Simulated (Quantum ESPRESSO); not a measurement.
## Fixed-spin-moment curve of CrB2

How stiff is the total moment of CrB2, and does E(M) have further minima?

Method: PBEsol; plane waves with GBRV 1.5 PBEsol potentials, no spin-orbit coupling, in Quantum ESPRESSO 7.5.

This is a report of a sequence of runs, with most program output left out.

## 1. The structure

It takes space group P6/mmm (No. 191, hexagonal). Conventional cell: a = 2.970 Å, b = 2.970 Å, c = 3.070 Å, α = 90.00°, β = 90.00°, γ = 120.00°. Cr has 12 B at 2.30 Å nearest. Nearest to B lie 3 B at 1.71 Å and 6 Cr at 2.30 Å. Farther neighbours are not listed.

The cell comes from the Crystallography Open Database.

## 2. The free run

pw.in reads:

```
&CONTROL
  calculation = 'scf'
  prefix = 'pwscf'
  outdir = './tmp'
  pseudo_dir = './pseudo'
  disk_io = 'nowf'
  tprnfor = .true.
  tstress = .true.
/
&SYSTEM
  ibrav = 0
  nat = 3
  ntyp = 2
  ecutwfc = 40
  ecutrho = 280
  nbnd = 18
  occupations = 'smearing'
  smearing = 'fd'
  degauss = 0.00367493
  nspin = 2
  starting_magnetization(1) = 0.1786
  starting_magnetization(2) = 0
/
&ELECTRONS
  conv_thr = 6d-09
  electron_maxstep = 150
  mixing_beta = 0.3
/
ATOMIC_SPECIES
Cr     51.9961 cr_pbesol_v1.5.uspp.F.UPF
B      10.8100 b_pbesol_v1.4.uspp.F.UPF
CELL_PARAMETERS angstrom
   2.9700000000    0.0000000000    0.0000000000
  -1.4850000000    2.5720954492    0.0000000000
   0.0000000000    0.0000000000    3.0700000000
ATOMIC_POSITIONS crystal
Cr      0.0000000000    0.0000000000    0.0000000000
B       0.3333333333    0.6666666667    0.5000000000
B       0.6666666667    0.3333333333    0.5000000000
K_POINTS automatic
10 10 10 0 0 0
```

Started as:

```sh
$ OMP_NUM_THREADS=1 mpirun -n 2 pw.x -nk 2 -in pw.in > pw.out
```

It took 26 s on 2 MPI ranks of Arm Neoverse V1, shared host; peak memory 0.17 GiB.

Spin moment in the atom's sphere by atom:

| atom | spin moment in the atom's sphere (μB) |
| --- | --- |
| Cr1 | 1.17 |
| B2 | -0.01 |
| B3 | -0.01 |

Numbers from this step:

| Quantity | Value |
| --- | --- |
| smearing term TS | 0.01636 eV |
| pressure | -10.63 GPa |
| magnetization | 1.231 μB |
| absolute magnetization | 1.326 μB |
| final state | ferromagnetic |

## 3. Moment fixed at 0 μB

The two spin channels are filled to separate Fermi energies, so that the total moment meets the target. Half of the up one less the down one is the slope dE/dM.

pw.in: that of step 2 with these lines changed.

```diff
@@ -20,4 +20,5 @@
   nspin = 2
-  starting_magnetization(1) = 0.1786
+  starting_magnetization(1) = 0.0089
   starting_magnetization(2) = 0
+  tot_magnetization = 0
 /
```

Elapsed: 20 s, on 2 MPI ranks; peak memory 0.17 GiB; 40 s of CPU time.

Read from the output:

| Item | Value |
| --- | --- |
| magnetization | 0 μB |
| absolute magnetization | 0 μB |
| half the difference of the two Fermi energies | 0.1 meV |
| largest moment | 0 μB |

## 4. Moment fixed at 0.305 μB

pw.in: that of step 3 with these lines changed.

```diff
@@ -20,5 +20,5 @@
   nspin = 2
-  starting_magnetization(1) = 0.0089
+  starting_magnetization(1) = 0.0218
   starting_magnetization(2) = 0
-  tot_magnetization = 0
+  tot_magnetization = 0.305
 /
```

Elapsed: 22 s, on 2 MPI ranks; peak memory 0.17 GiB.

Spin moment in the atom's sphere by atom:

| atom | spin moment in the atom's sphere (μB) |
| --- | --- |
| Cr1 | 0.285 |
| B2 | -0.002 |
| B3 | -0.002 |

This step gave:

```
magnetization                                 : 0.305 μB
absolute magnetization                        : 0.32 μB
half the difference of the two Fermi energies : -75.2 meV
```

## 5. Moment fixed at 0.61 μB

pw.in: that of step 4 with these lines changed.

```diff
@@ -20,5 +20,5 @@
   nspin = 2
-  starting_magnetization(1) = 0.0218
+  starting_magnetization(1) = 0.0436
   starting_magnetization(2) = 0
-  tot_magnetization = 0.305
+  tot_magnetization = 0.61
 /
```

Elapsed: 20 s, on 2 MPI ranks; peak memory 0.17 GiB; 40 s of CPU time.

Read from the output:

```
magnetization                                 : 0.61 μB
absolute magnetization                        : 0.639 μB
half the difference of the two Fermi energies : -59.1 meV
largest moment                                : 0.5710 μB
```

## 6. The curve

The runs not shown differ in the target, the start and the number of states alone. The point at 1.23 μB is the free run, entered with slope zero.

Table of energy over the lowest by total spin moment:

| total spin moment (μB a cell) | energy over the lowest (meV a cell) |
| --- | --- |
| 0.000 | 56.7 |
| 0.305 | 44.4 |
| 0.610 | 20.3 |
| 0.916 | 6.78 |
| 1.221 | 0.0122 |
| 1.231 | 0 |
| 1.526 | 11.7 |
| 1.831 | 43.8 |

The dE/dM by total spin moment:

| total spin moment (μB a cell) | dE/dM (meV/μB) |
| --- | --- |
| 0.000 | 0.0609 |
| 0.305 | -75.2 |
| 0.610 | -59.1 |
| 0.916 | -34.7 |
| 1.221 | -2.37 |
| 1.231 | 0 |
| 1.526 | 68.7 |
| 1.831 | 175 |

The largest site moment by total spin moment:

| total spin moment (μB a cell) | largest site moment (μB) |
| --- | --- |
| 0.000 | 1.7e-5 |
| 0.305 | 0.285 |
| 0.610 | 0.571 |
| 0.916 | 0.865 |
| 1.221 | 1.16 |
| 1.231 | 1.17 |
| 1.526 | 1.44 |
| 1.831 | 1.71 |

## 7. Summary of results

```
moment of the free run                              : 1.23 μB a cell
energy at zero total moment                         : 56.7 meV a cell over the lowest
ΔE/ΔM² from the lowest point to 1.53 and to 0.92 μB : 135 and 68 meV/μB²
```

What this shows: At zero total moment the site moments vanish, so the 57 meV a cell is the energy of forming them. The points show one minimum alone. The cell holds one seeded atom, so opposed orders, which may lie lower, cannot form in it.

[Logs and program files are shortened in this print: banners, set-up blocks, solver, clock and traceback lines can be left out without a mark of their own.]

[Logs are printed without paths, hosts, clocks, repeated set-up lines and the standing remarks that a program may print on its own settings, such as how far it seeks lower states.]

[Hosts, paths, dates, database ids (printed as entryN), source tags and the programs' standing remarks are cut or masked in the printed files.]

[Where a cell is said to come from a database of computed structures, the database is the Materials Project.]
